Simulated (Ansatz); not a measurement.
# O on Rh(111): change of the work function, part 3 of 4

Aim: the work function of Rh(111) at several coverages of O (fcc site), and the dipole that each adsorbate carries.

Ansatz 0.2.0; plane-wave DFT, PBE, Ansatz PAW.

So far, work function, upper face (eV): step 2 (the clean slab) 5.17; step 3 (37 atoms, coverage 0.111 ML, cell 3x3) 5.40.

## Step 4: Adsorbate added, k-mesh 6×6×1, coverage 0.25 ML

System of this step: Rh16O (O/Rh(111)). The cell holds 17 atoms: 16 Rh and 1 O. Its edges and angles: a = 5.374 Å, b = 5.374 Å, c = 26.051 Å, α = 90.0°, β = 90.0°, γ = 60.0°. Vacuum lies along c.

Another coverage, to see how the dipoles act on each other as their distance changes.

Input file input.yaml:

```yaml
crystal:
  lattice:
    - [5.374011537, -1.0e-10, 0.0]
    - [2.6870057685, 4.6540305112, 0.0]
    - [0.0, 0.0, 26.051379776]
  atoms:
    - { symbol: Rh, position: [0.0, 0.0, 0.345471145] }
    - { symbol: Rh, position: [0.1666666667, 0.1666666667, 0.4296866852] }
    - { symbol: Rh, position: [0.3333333333, 0.3333333333, 0.5137573573] }
    - { symbol: Rh, position: [0.0, 0.0, 0.5978113478] }
    - { symbol: Rh, position: [0.0, 0.5, 0.345471145] }
    - { symbol: Rh, position: [0.1666666667, 0.6666666667, 0.4296866852] }
    - { symbol: Rh, position: [0.3333333333, 0.8333333333, 0.5137573573] }
    - { symbol: Rh, position: [0.0, 0.5, 0.5978113478] }
    - { symbol: Rh, position: [0.5, 0.0, 0.345471145] }
    - { symbol: Rh, position: [0.6666666667, 0.1666666667, 0.4296866852] }
    - { symbol: Rh, position: [0.8333333333, 0.3333333333, 0.5137573573] }
    - { symbol: Rh, position: [0.5, 0.0, 0.5978113478] }
    - { symbol: Rh, position: [0.5, 0.5, 0.345471145] }
    - { symbol: Rh, position: [0.6666666667, 0.6666666667, 0.4296866852] }
    - { symbol: Rh, position: [0.8333333333, 0.8333333333, 0.5137573573] }
    - { symbol: Rh, position: [0.5, 0.5, 0.5978113478] }
    - { symbol: O, position: [0.1666666667, 0.1666666667, 0.654528855] }
kpoints:
  mp_grid: { grid: [6, 6, 1] }
hamiltonian:
  xc: pbe
scf:
  occupations: { method: fermi_dirac, width: 0.1 }
  convergence: { dr2_threshold: 1.0e-08 }
efield:
  axis: 3
  dipole_correction: true
  ramp_position: 0.97
  ramp_width: 0.06
relax:
  f_tol: 0.02
  max_steps: 60
  constraints: [{ sites: [0, 1, 4, 5, 8, 9, 12, 13] }]
output:
  dos: { projected: true, e_range: [-8, 4] }
  write_potential: true
  write_density: true
  volumetric_format: npy
  elf: true
```

Launch:

```bash
ansatz run input.yaml --threads 4 --pin off --max-ram 16384MiB --backend cpu --events-out ev --progress --plain --runs-dir out
```

Numbers of over 12 decimals in the logs are rounded to 6 here.

Output:

```text
[...]
Crystal: 17 atoms, lattice volume = 651.566 Å³
Basis set: ecut = 420 eV, 12645 PW (Γ), exchange–correlation on 72×72×360 points (8 copies of the dense FFT grid, shifted against one another)
Bands: 167, of which v1, the nominal top of the filled ones, is band 139 counted from 1 (138 counted from 0)
Symmetry: 6 space group operations
[...]
k-points: 7 of 36 (time reversal used)
[...]
SCF iter   1: F=—  HF=-103006.848169 eV  |F-HF|=—  |Δ(HF+E_count)|=         —  Δρ=8.05e-3  dr2=4.73e0  ethr=1.77e-3  p=-0.122 e·Å  D=-3.39e-2 V/Å  ΔV_dip=0.88 eV  dr2_dipole=1.60e0  V_vac-E_F(+/−)=5.96/5.08 eV  ⟨swp⟩=7.7  Hψ=4970  notcnv=0  defer=21
[...]
SCF iter  10: F=-103006.811787 eV  HF=-103006.811786 eV  |F-HF|=1.00e-7  |Δ(HF+E_count)|=   6.36e-8  Δρ=8.39e-7  dr2=5.67e-9  ethr=3.60e-12  p=-0.133 e·Å  D=-3.68e-2 V/Å  ΔV_dip=0.96 eV  dr2_dipole=1.29e-10  V_vac-E_F(+/−)=6.12/5.16 eV  ⟨swp⟩=15.0  Hψ=9563  notcnv=0
SCF 1 converged in 10 iterations: F = -103006.811787 eV  dr2 = 5.67e-9
[...]
relax step   1: F+E_penalty+E_count = -103006.81178658 eV  Δ(F+E_penalty+E_count) = +0.000e0 eV  max|allowed force component| = 2.338e0 eV/Å  Δτ_max = 0.0000 Å  (10 SCF iters, accepted)
[...]
SCF iter  10: F=-103007.080078 eV  HF=-103007.080078 eV  |F-HF|=1.78e-8  |Δ(HF+E_count)|=   1.00e-7  Δρ=5.63e-7  dr2=3.60e-9  ethr=3.60e-12  p=-0.099 e·Å  D=-2.76e-2 V/Å  ΔV_dip=0.72 eV  dr2_dipole=1.43e-10  V_vac-E_F(+/−)=5.89/5.17 eV  ⟨swp⟩=14.9  Hψ=8316  notcnv=0
SCF 2 converged in 10 iterations: F = -103007.080078 eV  dr2 = 3.60e-9
relax step   2: F+E_penalty+E_count = -103007.08007832 eV  Δ(F+E_penalty+E_count) = -2.683e-1 eV  max|allowed force component| = 1.055e0 eV/Å  Δτ_max = 0.0919 Å  (10 SCF iters, accepted)
SCF iter   1: F=—  HF=-103007.151724 eV  |F-HF|=—  |Δ(HF+E_count)|=         —  Δρ=4.82e-3  dr2=1.62e-1  ethr=4.82e-4  p=-0.099 e·Å  D=-2.76e-2 V/Å  ΔV_dip=0.72 eV  dr2_dipole=4.64e-2  V_vac-E_F(+/−)=5.88/5.16 eV  ⟨swp⟩=4.7  Hψ=2895  notcnv=0  defer=41
[...]
SCF iter  10: F=-103007.138497 eV  HF=-103007.138497 eV  |F-HF|=3.58e-8  |Δ(HF+E_count)|=   2.54e-8  Δρ=3.42e-7  dr2=1.64e-9  ethr=3.60e-12  p=-0.071 e·Å  D=-1.98e-2 V/Å  ΔV_dip=0.52 eV  dr2_dipole=2.84e-10  V_vac-E_F(+/−)=5.68/5.17 eV  ⟨swp⟩=8.9  Hψ=7345  notcnv=0
SCF 3 converged in 10 iterations: F = -103007.138497 eV  dr2 = 1.64e-9
relax step   3: F+E_penalty+E_count = -103007.13849673 eV  Δ(F+E_penalty+E_count) = -5.842e-2 eV  max|allowed force component| = 1.860e-1 eV/Å  Δτ_max = 0.1020 Å  (10 SCF iters, accepted)
[...]
relax step   4: F+E_penalty+E_count = -103007.14153457 eV  Δ(F+E_penalty+E_count) = -3.038e-3 eV  max|allowed force component| = 4.658e-2 eV/Å  Δτ_max = 0.0236 Å  (9 SCF iters, accepted)
SCF iter   1: F=—  HF=-103007.142104 eV  |F-HF|=—  |Δ(HF+E_count)|=         —  Δρ=1.19e-3  dr2=1.61e-2  ethr=4.81e-5  p=-0.072 e·Å  D=-2.00e-2 V/Å  ΔV_dip=0.52 eV  dr2_dipole=4.30e-3  V_vac-E_F(+/−)=5.69/5.17 eV  ⟨swp⟩=2.0  Hψ=2085  notcnv=0  defer=39
[...]
SCF iter   8: F=-103007.142295 eV  HF=-103007.142295 eV  |F-HF|=4.17e-8  |Δ(HF+E_count)|=   1.63e-7  Δρ=6.55e-7  dr2=4.79e-9  ethr=3.60e-12  p=-0.072 e·Å  D=-1.99e-2 V/Å  ΔV_dip=0.52 eV  dr2_dipole=2.37e-11  V_vac-E_F(+/−)=5.69/5.17 eV  ⟨swp⟩=13.7  Hψ=8804  notcnv=0
SCF 5 converged in 8 iterations: F = -103007.142295 eV  dr2 = 4.79e-9
relax step   5: F+E_penalty+E_count = -103007.14229484 eV  Δ(F+E_penalty+E_count) = -7.603e-4 eV  max|allowed force component| = 1.301e-2 eV/Å  Δτ_max = 0.0121 Å  (8 SCF iters, accepted)
[...]
SCF converged after 8 iterations
Free energy (F): -103007.142295 eV
[...]
Internal energy: -103006.268889 eV  (E = F + TS)
E sigma→0 (E₀):  -103006.705592 eV
Entropy (-TS):   -0.873406 eV (-51.377 meV/atom)
Fermi energy:    4.111898 eV
Dipole field:    D = -0.019865 V/Å  (p = -0.071528 e·Å, saw-weighted, corrected)
Work function:   Φ+ = 5.6859 eV   Φ− = 5.1684 eV
[...]
--- Forces (eV/Å), atoms counted from 1 ---
  atom   1  Rh    -0.04220051    -0.02436448     0.03442310
  atom   2  Rh     0.00000000     0.00000000     0.00330371
  atom   3  Rh     0.00061542     0.00035531    -0.00952817
  atom   4  Rh     0.01126312     0.00650277     0.00805084
  atom   5  Rh     0.00000000     0.04872896     0.03442310
  atom   6  Rh    -0.07570699     0.04370945    -0.05326061
  atom   7  Rh    -0.00000000    -0.00071062    -0.00952817
  atom   8  Rh    -0.00000000    -0.01300554     0.00805084
  atom   9  Rh     0.04220051    -0.02436448     0.03442310
  atom  10  Rh    -0.00000000    -0.08741890    -0.05326061
  atom  11  Rh    -0.00061542     0.00035531    -0.00952817
  atom  12  Rh    -0.01126312     0.00650277     0.00805084
  atom  13  Rh    -0.00000000    -0.00000000     0.06360738
  atom  14  Rh     0.07570699     0.04370945    -0.05326061
  atom  15  Rh    -0.00000000    -0.00000000    -0.00941611
  atom  16  Rh    -0.00000000    -0.00000000     0.00376571
  atom  17  O     -0.00000000    -0.00000000    -0.00034290
  max |Σ_I F_I| component: 2.67e-5 eV/Å
--- Band table (eV; the first three rows and the last of 7) ---
  k-point 0: bands = [... 135 lower, 4.5256, 4.5256, 4.7229, 4.7373, 4.7373, 4.7833, 4.7833, 4.8276, ... 24 higher]
  k-point 1: bands = [... 135 lower, 4.2918, 4.3323, 4.3782, 4.4409, 4.4990, 4.5131, 4.5209, 4.6486, ... 24 higher]
  k-point 2: bands = [... 135 lower, 3.6922, 3.8469, 3.8489, 4.0110, 4.0377, 4.0646, 4.1211, 4.2441, ... 24 higher]
  k-point 6: bands = [... 135 lower, 3.7099, 3.9057, 3.9405, 4.0091, 4.0881, 4.0947, 4.1174, 4.2005, ... 24 higher]
--- Relaxed structure (5 steps of the walk, 5 accepted, 0 SCFs on fresh bases) ---
  F+E_penalty+E_count = -103007.14229484 eV   max|allowed force component| = 1.301e-2 eV/Å
  atoms:
[...]
- { symbol: Rh, position: [0.166667, 0.166667, 0.4296866852] }
    - { symbol: Rh, position: [0.333726, 0.333726, 0.513404] }
    - { symbol: Rh, position: [-0.00407167, -0.00407167, 0.600699] }
    - { symbol: Rh, position: [0.0, 0.5, 0.345471145] }
    - { symbol: Rh, position: [0.166667, 0.666667, 0.4296866852] }
    - { symbol: Rh, position: [0.333726, 0.832547, 0.513404] }
    - { symbol: Rh, position: [-0.00407167, 0.508143, 0.600699] }
    - { symbol: Rh, position: [0.500000, -1.795949010570351e-17, 0.345471145] }
    - { symbol: Rh, position: [0.666667, 0.166667, 0.4296866852] }
    - { symbol: Rh, position: [0.832547, 0.333726, 0.513404] }
    - { symbol: Rh, position: [0.508143, -0.00407167, 0.600699] }
    - { symbol: Rh, position: [0.500000, 0.500000, 0.345471145] }
    - { symbol: Rh, position: [0.666667, 0.666667, 0.4296866852] }
    - { symbol: Rh, position: [0.833333, 0.833333, 0.515088] }
    - { symbol: Rh, position: [0.500000, 0.500000, 0.597216] }
    - { symbol: O, position: [0.166667, 0.166667, 0.647364] }
```

Elapsed: 2 min, on 4 threads of Intel Xeon Platinum 8259CL at 2.50GHz (Skylake/Cascade Lake), shared host; peak memory 2.7 GiB; 7.6 min of CPU time.

The steps of the relaxation:

```
step  energy less that of the first step (eV)  largest force component (eV/Å)
   1                                   0.0000                          2.3376
   2                                  -0.2683                          1.0547
   3                                  -0.3267                          0.1860
   4                                  -0.3297                          0.0466
   5                                  -0.3305                          0.0130
```

Forces are held to the 6 operations that the run works with; a distortion that breaks them can't arise in this run.

The atoms that moved most (Å):

```
atom      dx      dy      dz  length
 O17   0.000   0.000  -0.187   0.187
 Rh4  -0.033  -0.019   0.075   0.084
Rh12   0.033  -0.019   0.075   0.084
 Rh8   0.000   0.038   0.075   0.084
Rh15   0.000   0.000   0.035   0.035
Rh16   0.000   0.000  -0.016   0.016
 Rh3   0.003   0.002  -0.009   0.010
 Rh7   0.000  -0.004  -0.009   0.010
```

The relaxed structure:

```xyz
17
Lattice="5.3740 0.0000 0.0000 2.6870 4.6540 0.0000 0.0000 0.0000 26.0514" Properties=species:S:1:pos:R:3
Rh    0.0000    0.0000    9.0000
Rh    1.3435    0.7757   11.1939
Rh    2.6902    1.5532   13.3749
Rh   -0.0328   -0.0189   15.6490
Rh    1.3435    2.3270    9.0000
Rh    2.6870    3.1027   11.1939
Rh    4.0305    3.8747   13.3749
Rh    1.3435    2.3649   15.6490
Rh    2.6870    0.0000    9.0000
Rh    4.0305    0.7757   11.1939
Rh    5.3708    1.5532   13.3749
Rh    2.7198   -0.0189   15.6490
Rh    4.0305    2.3270    9.0000
Rh    5.3740    3.1027   11.1939
Rh    6.7175    3.8784   13.4188
Rh    4.0305    2.3270   15.5583
O     1.3435    0.7757   16.8647
```

This step gave:

| Property | Result |
| --- | --- |
| energy at zero smearing | -103006.7056 eV |
| work function, upper face | 5.686 eV |
| work function, lower face | 5.168 eV |
| dipole along the normal | -0.07153 e·Å |
| step between the vacuum levels | 0.5175 eV |

The density of states has structure finer than the step of the table below, so its rows give means over 0.25 eV, whole bins alone (the curve runs from -8 to 1.98 eV). Peaks (eV: height): -4.150: 48.4, -2.740: 62.2, -2.620: 49.5, -2.530: 50.5, -2.350: 51.1, -1.350: 50.0, -1.200: 50.4.

Density of states against energy, zero at the Fermi level; means over each step:

```
energy (eV)  density of states (states/eV a cell)
      -7.75                                     0
      -7.50                                0.0133
      -7.25                                 0.796
      -7.00                                 0.935
      -6.75                                  1.21
      -6.50                                  2.22
      -6.25                                  6.33
      -6.00                                  8.12
      -5.75                                  15.3
      -5.50                                  23.1
      -5.25                                  22.6
      -5.00                                  26.8
      -4.75                                  23.3
      -4.50                                  22.7
      -4.25                                  26.6
      -4.00                                  17.1
      -3.75                                  23.2
      -3.50                                  21.8
      -3.25                                  21.7
      -3.00                                  26.8
      -2.75                                  33.4
      -2.50                                  35.1
      -2.25                                  29.0
      -2.00                                  26.4
      -1.75                                  20.0
      -1.50                                  24.6
      -1.25                                  27.7
      -1.00                                  26.9
      -0.75                                  24.6
      -0.50                                  29.0
      -0.25                                  22.7
       0.00                                  26.6
       0.25                                  29.4
       0.50                                  27.8
       0.75                                  18.1
       1.00                                  11.9
       1.25                                  4.41
       1.50                                  8.42
       1.75                                  2.11
```

Projected DOS per atom over height of the atomic layer and energy from the Fermi level. Layers: Rh4 Rh4 Rh4 Rh4 O from below.

Values in states/eV, 22 rows by 5 columns, each cell a mean:
```
0.20 0.16 0.11 0.14 0.12
0.33 0.32 0.35 0.44 0.41
0.80 0.72 0.91 1.20 0.82
1.80 2.10 1.84 1.29 0.24
1.79 1.39 1.40 1.61 0.38
1.95 1.41 1.32 1.93 0.36
1.86 1.08 1.31 1.67 0.28
1.77 1.29 1.51 1.72 0.43
1.91 1.05 1.02 1.63 0.35
2.34 1.59 1.57 1.71 0.48
1.96 1.96 1.92 1.77 0.25
1.23 1.56 1.55 1.38 0.41
1.10 1.31 1.42 1.20 0.39
1.38 1.09 1.30 1.25 0.34
1.28 1.43 1.38 1.27 0.48
1.15 2.35 2.06 0.72 0.42
0.52 1.87 1.55 0.79 2.53
0.12 0.45 0.49 0.72 2.43
0.03 0.14 0.17 0.40 1.16
0.02 0.10 0.10 0.03 0.05
0.01 0.05 0.05 0.01 0.01
0.00 0.00 0.00 0.00 0.00
```
Columns: height of the atomic layer (Å) from 9 to 16.9 (not evenly spaced); rows upwards: energy from the Fermi level (eV) from -7.96 to 1.95.

Valence density in the ca plane at fractional y = 0.167, with atoms of Rh and O within 0.2 Å of it. It is the smooth field of the valence electrons, not physical close to the nuclei.

Values in units of 1e0 e/Å³, 8 rows by 16 columns, each cell a mean:
```
1.1 1.0 0.3 0.4 0.5 1.6 0.4 1.4 0.4 0.1 0.0 0.0 0.0 0.0 0.0 0.0
0.5 0.5 1.5 2.7 0.4 0.7 0.3 0.6 0.2 0.0 0.0 0.0 0.0 0.0 0.0 0.0
0.2 0.3 4.5 8.4 0.4 0.3 0.2 0.3 0.1 0.0 0.0 0.0 0.0 0.0 0.0 0.0
0.5 0.5 1.6 2.9 0.4 0.6 0.3 0.7 0.2 0.0 0.0 0.0 0.0 0.0 0.0 0.0
1.1 1.0 0.3 0.4 0.5 1.6 0.4 1.4 0.4 0.1 0.0 0.0 0.0 0.0 0.0 0.0
0.5 0.5 1.5 2.7 0.4 0.7 0.3 0.5 1.2 0.6 0.0 0.0 0.0 0.0 0.0 0.0
0.2 0.3 4.5 8.4 0.4 0.3 0.2 0.3 3.8 2.1 0.0 0.0 0.0 0.0 0.0 0.0
0.5 0.5 1.7 3.0 0.4 0.6 0.2 0.6 1.3 0.6 0.0 0.0 0.0 0.0 0.0 0.0
```
Columns run along c (16.0 Å, from fractional 0.32 to 0.93 of the cell), rows up along a (5.4 Å). Atoms in or near the plane, at fractional coordinates: Rh at (0.43, 0.17), Rh at (0.43, 0.67), O at (0.65, 0.17).

Electrostatic potential energy in the ca plane at fractional y = 0.167, with atoms of Rh and O within 0.2 Å of it. With pseudopotentials it is smooth inside the atoms' cores, unlike the true potential.

Ten even steps from '0' (-54 eV) to '9' (10 eV), each cell a mean:
```
85457998889986457887447899999999999999999999
86458998888986457887557899999999999999999999
98778974237888778998778999999999999999999999
99899850003899889999889999999999999999999999
99999830001799999999999999999999999999999999
98889851003898889999889999999999999999999999
87678985457887678998668999999999999999999999
85457998889986457887447899999999999999999999
86458998888986457887557899999999999999999999
98778975347887778998778778999999999999999999
99899850003899889999887325999999999999999999
99999830001799999999986103899999999999999999
98889851003898889999887435999999999999999999
87678986457887778998778889999999999999999999
```
Columns run along c (16.0 Å, from fractional 0.32 to 0.93 of the cell; values clipped at the 3rd and 97th percentile), rows up along a (5.4 Å). Atoms in or near the plane, at fractional coordinates: Rh at (0.43, 0.17), Rh at (0.43, 0.67), O at (0.65, 0.17).

ELF in the ca plane at fractional y = 0.167, with atoms of Rh and O within 0.2 Å of it. It is the smooth field of the valence electrons, not physical close to the nuclei.

Values, 8 rows by 16 columns, each cell a mean:
```
0.34 0.31 0.23 0.24 0.26 0.39 0.24 0.38 0.22 0.12 0.01 0.00 0.00 0.00 0.00 0.00
0.26 0.24 0.35 0.45 0.25 0.27 0.21 0.27 0.22 0.06 0.00 0.00 0.00 0.00 0.00 0.00
0.27 0.26 0.52 0.69 0.25 0.24 0.19 0.26 0.25 0.08 0.01 0.00 0.00 0.00 0.00 0.00
0.27 0.25 0.36 0.46 0.24 0.26 0.21 0.27 0.23 0.06 0.00 0.00 0.00 0.00 0.00 0.00
0.34 0.31 0.23 0.24 0.26 0.39 0.24 0.38 0.22 0.11 0.01 0.00 0.00 0.00 0.00 0.00
0.26 0.24 0.35 0.45 0.25 0.27 0.21 0.21 0.52 0.62 0.12 0.00 0.00 0.00 0.00 0.00
0.27 0.26 0.52 0.69 0.25 0.24 0.17 0.19 0.61 0.79 0.23 0.01 0.00 0.00 0.00 0.00
0.27 0.25 0.36 0.47 0.24 0.25 0.21 0.22 0.54 0.64 0.13 0.00 0.00 0.00 0.00 0.00
```
Columns run along c (16.0 Å, from fractional 0.32 to 0.93 of the cell), rows up along a (5.4 Å). Atoms in or near the plane, at fractional coordinates: Rh at (0.43, 0.17), Rh at (0.43, 0.67), O at (0.65, 0.17).

The relaxation took 5 steps and lowered the energy by 0.33 eV; the largest force on the free atoms ends at 0.013 eV/Å.

By hand: a sheet of dipoles makes a step −p/(ε₀A) in the electron's potential. With e/ε₀ = 180.95 V·Å, p = -0.07153 e·Å and A = 25.01 Å², that is −180.95 × (-0.07153) / 25.01 = +0.518 eV, and the two vacuum levels of the run differ by +0.517 eV.

The covered face has 5.69 eV, +0.52 eV against the clean one; the bare back face has moved by -0.00 eV, a measure of how thin the slab is.

[end of part 3 of 4]

[Logs are printed without paths, hosts, clocks, repeated set-up lines and the standing remarks that a program may print on its own settings, such as how far it seeks lower states.]

[Hosts, paths, dates, database ids (printed as entryN), source tags and the programs' standing remarks are cut or masked in the printed files.]

[Maps of the electrostatic potential energy from Ansatz leave out the sawtooth potential of an applied field or a dipole correction, so their vacuum need not be flat; planar profiles and work functions include it.]
